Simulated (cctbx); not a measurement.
**Y4Er2S9 across an absorption edge**

Space group C2/m (no. 12), a = 17.1360 Å, b = 4.2020 Å, c = 10.2130 Å, α = 90.00°, β = 100.78°, γ = 90.00°.

| atom | mult. | x | y | z | Ueq (Å²) |
| --- | --- | --- | --- | --- | --- |
| Er1 | 4 | 0.9693 | 1/2 | 0.1911 | 0.0142 |
| Y1 | 4 | 0.6348 | 1/2 | 0.4889 | 0.0260 |
| Y2 | 4 | 0.6922 | 1/2 | 0.1354 | 0.0165 |
| S1 | 4 | 0.6319 | 0 | 0.2848 | 0.0306 |
| S2 | 2 | 0 | 0 | 0 | 0.0345 |
| S3 | 4 | 0.8211 | 1/2 | 0.0338 | 0.0261 |
| S4 | 4 | 0.5310 | 1/2 | 0.6595 | 0.0352 |
| S5 | 4 | 0.7958 | 1/2 | 0.3760 | 0.0218 |

The model was made for the exercise: a known structure type with other elements put in, its volume estimated, not relaxed; displacement parameters are assumed.

Calculated with cctbx: free-atom f′ and f″ from the Sasaki tables, no fine structure; amplitudes in electrons.

| E (eV) | F 0 0 1 | F 1 1 1 | F 4 0 2 | F 3 1 1 |
| --- | --- | --- | --- | --- |
| 7758 | 34.8 | 269.5 | 20.0 | 9.8 |
| 8108 | 32.1 | 265.2 | 20.4 | 5.2 |
| 8238 | 29.8 | 261.7 | 20.8 | 4.7 |
| 8298 | 27.8 | 258.6 | 21.1 | 7.8 |
| 8328 | 25.7 | 255.5 | 21.4 | 11.9 |
| 8343 | 23.6 | 252.4 | 21.8 | 16.3 |
| 8350 | 21.7 | 249.7 | 22.1 | 20.4 |
| 8354 | 19.7 | 246.8 | 22.4 | 24.7 |
| 8362 | 22.7 | 247.2 | 22.5 | 36.6 |
| 8366 | 24.8 | 250.6 | 22.1 | 33.1 |
| 8373 | 26.6 | 253.6 | 21.8 | 30.4 |
| 8388 | 28.5 | 256.8 | 21.4 | 28.0 |
| 8418 | 30.5 | 260.0 | 21.1 | 26.1 |
| 8508 | 33.0 | 263.9 | 20.6 | 24.7 |
| 8758 | 35.1 | 267.1 | 20.2 | 24.0 |

**Question.** Which edge is crossed, and why do the reflections move as they do?

The L3 edge of Er. The edge is at 8358 eV. f′ of Er falls from -12.0 e at 8238 eV to -19.0 e at 4 eV below it, and f″ steps from 3.71 to 10.56 e across it. Over that approach |F| changes by -34 % (0 0 1), -6 % (1 1 1), +8 % (4 0 2) and +426 % (3 1 1): a reflection falls where Er scatters in phase with the total and rises where it scatters against it; it hardly moves where the Er term is small or cancels by symmetry. Above the edge the larger f″ enters the imaginary part, where it can add to or cancel the other atoms' f″. The structure is centrosymmetric, so Friedel mates stay equal.
